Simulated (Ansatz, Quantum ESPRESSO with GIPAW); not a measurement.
## 19F and 113Cd NMR of CdF2, calculated

Wanted: NMR shieldings for each site of CdF2.

**The experiment to be reproduced.** 19F isotropic shift -190.7 ppm, in “NMR parameters in alkali, alkaline earth and rare earth fluorides from first principle calculations” (2011; arXiv:1105.1645), quoting earlier work. Shifts are on the scales named with the reference lines below.

Main program and level: Quantum ESPRESSO with GIPAW 8.0dev (patched build); DFT, PBE, plane-wave PAW (pslibrary 1.0.0 recipes), scalar-relativistic, GIPAW; a patched development version of the program.

### 1. Starting point

The structure is cubic, space group Fm-3m (No. 225). Conventional cell: a = 5.388 Å, b = 5.388 Å, c = 5.388 Å, α = 90.00°, β = 90.00°, γ = 90.00°. Nearest to Cd lie 8 F at 2.33 Å. Nearest to F lie 4 Cd at 2.33 Å. Farther neighbours and most contacts between anions are not listed.

The cell is an entry of the Crystallography Open Database.

A relaxation of the atoms beforehand (Quantum ESPRESSO with GIPAW) moved none by more than 0.003 Å.

### 2. Self-consistent run

The shielding is a linear response of the occupied states, which this run provides. It is converged far beyond what an energy needs, since the response uses the wavefunctions themselves. No empty states are asked for: the response is solved without them. The mesh has a spacing of 0.23 Å⁻¹ at most. The PAW files were made with ld1.x from the pslibrary 1.0.0 recipes, with GIPAW reconstruction switched on (the recipe of F slightly mended, as the packaged one fails to give a sound file).

File scf.in:

```
&control
  calculation = 'scf'
  prefix = 'x'
  outdir = './tmp/'
  pseudo_dir = './'
/
&system
  ibrav = 0
  nat = 3
  ntyp = 2
  ecutwfc = 55
  ecutrho = 640
  nbnd = 13
/
&electrons
  conv_thr = 1.0d-10
  mixing_beta = 0.7
  electron_maxstep = 100
/
ATOMIC_SPECIES
  Cd 112.414 Cd.pbe-n-kjpaw_psl.1.0.0-gipaw.UPF
  F 18.998 F.pbe-n-kjpaw_psl.1.0.0-gipaw.UPF
CELL_PARAMETERS angstrom
  0.00000000 2.69400000 2.69400000
  2.69400000 0.00000000 2.69400000
  2.69400000 2.69400000 0.00000000
ATOMIC_POSITIONS crystal
  Cd 0.00000000 0.00000000 0.00000000
  F 0.75000000 0.75000000 0.75000000
  F 0.25000000 0.25000000 0.25000000
K_POINTS automatic
  9 9 9 0 0 0
```

The run is started by

```sh
> mpirun -np 4 pw.x -nk 4 -in scf.in > scf.out
```

The log of the run:

```text
[...]
as large as its charge; the limit is 4.5
     Functions over the limit replaced by smooth ones with the moment of the charge, as mend_augmentation asks: 1
     This moves results (see INPUT_PW). Waves and levels in the save fit builds from 8.0dev_s219 on
     using ibrav=0 with symmetry is DISCOURAGED, use correct ibrav instead

     bravais-lattice index     =            0
     lattice parameter (alat)  =       7.1997  a.u.
     unit-cell volume          =     263.8878 (a.u.)^3
     number of atoms/cell      =            3
     number of atomic types    =            2
     number of electrons       =        26.00
     number of Kohn-Sham states=           13
     kinetic-energy cutoff     =      55.0000  Ry
     charge density cutoff     =     640.0000  Ry
     scf convergence threshold =      1.0E-10
     mixing beta               =       0.7000
     number of iterations used =            8  plain     mixing
     Exchange-correlation= SLA-PW-PBX-PBC
                           (   1   4   3   4   0   0   0)
[...]
Cd               12.00   112.41400     Cd( 1.00)
     F                 7.00    18.99800     F ( 1.00)

     48 Sym. Ops., with inversion, found
[...]
number of k points=    35
[...]
Dense  grid:    72017 G-vectors     FFT dimensions: (  60,  60,  60)

     Smooth grid:    14361 G-vectors     FFT dimensions: (  36,  36,  36)

     Initial potential from superposition of free atoms

     starting charge      25.9951, renormalised to      26.0000
     Starting wfcs are   17 randomized atomic wfcs

     Self-consistent Calculation

     iteration #  1     ecut=    55.00 Ry     beta= 0.70
     Davidson diagonalization with overlap
     ethr =  1.00E-02,  avg # of iterations =  1.2

     total energy              =    -500.54672781 Ry
     estimated scf accuracy    <       0.31935321 Ry

     iteration #  2     ecut=    55.00 Ry     beta= 0.70
     Davidson diagonalization with overlap
     ethr =  1.23E-03,  avg # of iterations =  3.3

     total energy              =    -500.65527310 Ry
     estimated scf accuracy    <       0.24283607 Ry

     iteration #  3     ecut=    55.00 Ry     beta= 0.70
     Davidson diagonalization with overlap
     ethr =  9.34E-04,  avg # of iterations =  2.2

     total energy              =    -500.68995103 Ry
     estimated scf accuracy    <       0.00862655 Ry

[...]
total energy              =    -500.70079847 Ry
[...]
iteration # 14     ecut=    55.00 Ry     beta= 0.70
     Davidson diagonalization with overlap
     ethr =  8.31E-13,  avg # of iterations =  6.3

     total energy              =    -500.70079847 Ry
     estimated scf accuracy    <          2.3E-10 Ry

     iteration # 15     ecut=    55.00 Ry     beta= 0.70
     Davidson diagonalization with overlap
     ethr =  8.31E-13,  avg # of iterations =  2.0

     End of self-consistent calculation
     [one-electron energies left out]

!    total energy              =    -500.70079847 Ry
     total all-electron energy =    -11589.075707 Ry
     estimated scf accuracy    <          4.8E-11 Ry

     The total energy is the sum of the following terms:
     one-electron contribution =     -56.74663125 Ry
     hartree contribution      =      52.19627371 Ry
     xc contribution           =     -42.22312076 Ry
     ewald contribution        =    -145.92453765 Ry
     one-center paw contrib.   =    -308.00278253 Ry

     convergence has been achieved in  15 iterations
[...]
JOB DONE.
```

It took 15 s on 4 MPI ranks of Arm Neoverse V1, shared host; peak memory 0.54 GiB; 60 s of CPU time.

It converged in 15 cycles to an estimated accuracy of 5e-11 Ry, on 35 irreducible k-points.

### 3. GIPAW: job nmr

The job finds the current that a weak uniform field induces (applied as a long wave, q_gipaw) and the field that this current makes at each nucleus. On atoms with p or d valence electrons much of the paramagnetic part arises close to the nucleus, where the PAW partial waves rebuild the true states. pawproj makes the reconstruction use the PAW data sets' own projectors.

File nmr.in:

```
&inputgipaw
  job = 'nmr'
  prefix = 'x'
  tmp_dir = './tmp/'
  restart_mode = 'from_scratch'
  verbosity = 'low'
  q_gipaw = 0.01
  spline_ps = .true.
  conv_threshold = 1.0d-11
  use_nmr_macroscopic_shape = .false.
  pawproj(1) = .true.
  pawproj(2) = .true.
/
```

The run is started by

```sh
> mpirun -np 4 gipaw.x -in nmr.in > nmr.out
```

The log of the run:

```text
[banner, memory and clock lines left out]
[a note of our patched build left out]

     Parallelizing q-star over 1 images

     IMPORTANT: XC functional enforced from input :
     Exchange-correlation= PBE
                           (   1   4   3   4   0   0   0)
     Any further DFT definition will be discarded
     Please, verify this is what you really want

     In Cd.pbe-n-kjpaw_psl.1.0.0-gipaw.UPF the largest augmentation function (projectors 1 and 4, L = 1) is 10.7 times
     as large as its charge; the limit is 4.5
     Functions over the limit replaced by smooth ones with the moment of the charge, as in the saved run: 1

[...]
alpha_pv=     41.5682 eV

     spline_ps is .false., expect some extrapolation errors

     q-space interpolation up to    66.00 Rydberg

     GIPAW job: nmr
     NMR macroscopic correction: no
[...]
Computing the magnetic susceptibility     isolve=0    ethr=  0.1000E-10
     Starting from scratch
     k-point #    1 of    35      pool #  1    cpu time:       0.9
[...]
End of magnetic susceptibility calculation

     f-sum rule (1st term):
           -20.4264          0.0000          0.0000
             0.0000        -20.4264          0.0000
             0.0000          0.0000        -20.4264

     f-sum rule (2nd term):
            -0.7460         -0.0000         -0.0000
            -0.0000         -0.7460          0.0000
            -0.0000          0.0000         -0.7460

     f-sum rule (should be   -21.1676):
           -21.1724          0.0000          0.0000
             0.0000        -21.1724          0.0000
             0.0000          0.0000        -21.1724

[... susceptibilities left out ...]
     Contributions to the NMR chemical shifts: -------------------------------

     Macroscopic shape contribution in ppm:                    0.00
             0.0000          0.0000          0.0000
             0.0000          0.0000          0.0000
             0.0000          0.0000          0.0000

     Core contribution in ppm:

     Atom  1  Cd  pos: (  0.000000  0.000000  0.000000)  core sigma:        4800.30
     Atom  2  F   pos: (  1.060660  1.060660  1.060660)  core sigma:         306.42
     Atom  3  F   pos: (  0.353553  0.353553  0.353553)  core sigma:         306.42

     Bare contribution in ppm:

     Atom  1  Cd  pos: (  0.000000  0.000000  0.000000)  bare sigma:          73.14
[...]
Atom  2  F   pos: (  1.060660  1.060660  1.060660)  bare sigma:          95.59
[...]
Atom  3  F   pos: (  0.353553  0.353553  0.353553)  bare sigma:          95.59
[...]
Diamagnetic contribution in ppm:

     Atom  1  Cd  pos: (  0.000000  0.000000  0.000000)  dia sigma:          91.39
[...]
Atom  2  F   pos: (  1.060660  1.060660  1.060660)  dia sigma:          42.80
[...]
Atom  3  F   pos: (  0.353553  0.353553  0.353553)  dia sigma:          42.80
[...]
Paramagnetic contribution in ppm:

     Atom  1  Cd  pos: (  0.000000  0.000000  0.000000)  para sigma:        1615.66
[...]
Atom  2  F   pos: (  1.060660  1.060660  1.060660)  para sigma:         240.91
[...]
Atom  3  F   pos: (  0.353553  0.353553  0.353553)  para sigma:         240.91
[...]
Paramagnetic US occ-occ contribution in ppm:

     Atom  1  Cd  pos: (  0.000000  0.000000  0.000000)  para_oo sigma:          -9.11
[...]
Atom  2  F   pos: (  1.060660  1.060660  1.060660)  para_oo sigma:          -5.61
[...]
Atom  3  F   pos: (  0.353553  0.353553  0.353553)  para_oo sigma:          -5.61
[...]
Paramagnetic US L_R Q_R contribution in ppm:

     Atom  1  Cd  pos: (  0.000000  0.000000  0.000000)  para_lq sigma:       -2592.29
[...]
Atom  2  F   pos: (  1.060660  1.060660  1.060660)  para_lq sigma:        -343.65
[...]
Atom  3  F   pos: (  0.353553  0.353553  0.353553)  para_lq sigma:        -343.65
[...]
Total NMR chemical shifts in ppm: ---------------------------------------
     (adopting the Simpson convention for anisotropy and asymmetry)-----------

     Atom  1  Cd  pos: (  0.000000  0.000000  0.000000)  Total sigma:        3979.09
          3979.0912         -0.0000         -0.0000
            -0.0000       3979.0912         -0.0000
            -0.0000         -0.0000       3979.0912

     Cd      1    anisotropy:     -0.00    eta:    0.0000
[...]
Atom  2  F   pos: (  1.060660  1.060660  1.060660)  Total sigma:         336.46
           336.4571         -0.0000         -0.0000
            -0.0000        336.4571         -0.0000
            -0.0000         -0.0000        336.4571

     F       2    anisotropy:     -0.00    eta:    0.0000
[...]
Atom  3  F   pos: (  0.353553  0.353553  0.353553)  Total sigma:         336.46
[... its tensor is left out ...]
```

The job ended after 2.2 min (4 MPI ranks; peak memory 0.4 GiB).

The f-sum rule is met to 0.0048 of 21.2 (0.02 %). Converged shieldings require that this miss be small, but a small miss does not prove them. This build smooths some augmentation functions of the files as it reads them, which, it says, moves results; by how much was not measured here.

From the symmetric part of each tensor, with principal values σ11 ≤ σ22 ≤ σ33: σ_iso is their mean, the span is σ33 − σ11 and the skew 3(σ_iso − σ22)/span. (gipaw.x prints an anisotropy in another convention.)

```
site  atom no.  atoms in cell  σ_iso (ppm)  span (ppm)  skew
  Cd         1              1         3979           0     -
   F         2              2        336.5         0.0     -
```

The macroscopic shape term is switched off. For a spherical sample the valence susceptibility of this run would add about 11 ppm to every site, a rough estimate, since the susceptibility converges slowly and lacks part of the PAW terms. Differences within the crystal don't depend on it, but shieldings of different compounds can't be compared to better than a few ppm without it.

Cd and F sit on cubic site symmetry, where the tensor must be isotropic.

How the isotropic values are made up (ppm). The core part is that of the free atom's core; bare is the current of the smooth valence states; the last two are what the PAW spheres add to the diamagnetic and the paramagnetic current:

```
site    core  bare  reconstruction, dia  reconstruction, para
  Cd  4800.3  73.1                 91.4                -985.7
   F   306.4  95.6                 42.8                -108.3
```

### 4. From shieldings to shifts

A shielding is counted from the bare nucleus and a shift from a reference compound, with the opposite sign. A fitted line does better than one reference, as its slope takes up part of the functional's error.

Shifts follow from reference lines fitted to measured solids with this functional and these files. 19F: δ = (115.6 − σ) / 1.183, zero at CFCl3, fitted to 6 measured values, from BaF2, KF, LiF, MgF2, NaF and ZnF2, with a scatter of 6.8 ppm r.m.s. (this compound left out) (CaF2 fall off this line, as semilocal functionals put their cations' empty d or f shells too low, and are left out), on σ without the shape term. Kinds of site that fitted badly were split off after the misses were seen, so the scatter is that of the points kept.

Covalently bonded atoms count as neighbours within 1.18 times the sum of their radii. Otherwise a cation's neighbours lie within 1.2 times its shortest bond (1.3 for large cations, each anion's radius taken off where they differ), and an anion's are the cations that count it.

```
site  atom no.  atoms in cell  surroundings  bonds (Å)  δ_iso (ppm)
  Cd         1              1          CdF8      2.333            -
   F         2              2  bound to Cd4      2.333       -186.7
```

Simulated spectrum, 19F MAS at 60 kHz, 23.5 T (941.8 MHz), lines broadened by 2 ppm; rigid lattice, with dipolar and J couplings left out: a single narrow line at -186.7 ppm.

### 5. Cost against result

Each row names what was changed: another mesh tests the sampling of the zone; another functional shows how far the paramagnetic term hangs on the exchange-correlation form; another cutoff tests the basis.

Changes of σ_iso (ppm) against the run above (PBE, cutoffs 55 and 640 Ry, mesh 9×9×9, 9.6 min). Times are CPU times of pw.x and gipaw.x together, on 4 MPI ranks of Arm Neoverse V1, shared host; on a shared host they are rough. A run is marked as doubtful where the f-sum miss passes 0.015 electrons, or that much for each three atoms in larger cells (with Tl, Pb, Hg, Bi or Sn a third of that, or a mesh spacing over 0.26 Å⁻¹), or where the susceptibility is unphysically large.

```
                           run  CPU time  f-sum miss     Cd      F
                 mesh 11×11×11    15 min      0.0048   +0.0   +0.0
                           LDA   9.4 min      0.0046  -89.4  -17.3
cutoffs 40 and 480 Ry (marked)   6.4 min       0.028   +1.9   +0.5
mesh 6×6×6 (coarse on purpose)   4.8 min      0.0053   -0.3   -1.0
                      Wu-Cohen    10 min      0.0046  -37.2   -7.2
```

The largest move is -89.4 ppm, on Cd, from LDA.

### 6. Against experiment

```
                 quantity  site  measured  calculated  difference
19F isotropic shift (ppm)     F    -190.7      -186.7        +4.0
```

### 7. What came out

```json
{
 "19F shift": "-186.7 ppm",
 "113Cd shielding without shape term": "3979 ppm"
}
```

19F has one site (bound to Cd4), with isotropic shift -186.7 ppm. Verdict on the shifts: 19F good, missed by 4 ppm at most, within the scatter of its line. Going to mesh 11×11×11 changes no isotropic shielding by more than 0.01 ppm, so the main run is converged in that respect. A higher cutoff was not carried through on these files. The cheaper run with mesh 6×6×6 takes about 50 % of the time and is off by 1.0 ppm on F. The largest change with the functional is 89.4 ppm in absolute shielding; part of that drops out once each functional has its own reference line. The scalar-relativistic files are used with non-relativistic response operators, which weighs most on the heavy atoms' own shieldings. This build of gipaw.x prints that it is not audited and that its numbers are no references by themselves. It also reports spline_ps as false although the input sets it; why was not traced.

[Banner, clock, file and message-heading lines were taken out of the pw.x and gipaw.x logs.]

[Logs are printed without paths, hosts, clocks, repeated set-up lines and the standing remarks that a program may print on its own settings, such as how far it seeks lower states.]

[Hosts, paths, dates, database ids (printed as entryN), source tags and the programs' standing remarks are cut or masked in the printed files.]

[Where no reference line passes its bar on scatter, no shift is given, so a measured shift of this compound may stand uncompared.]
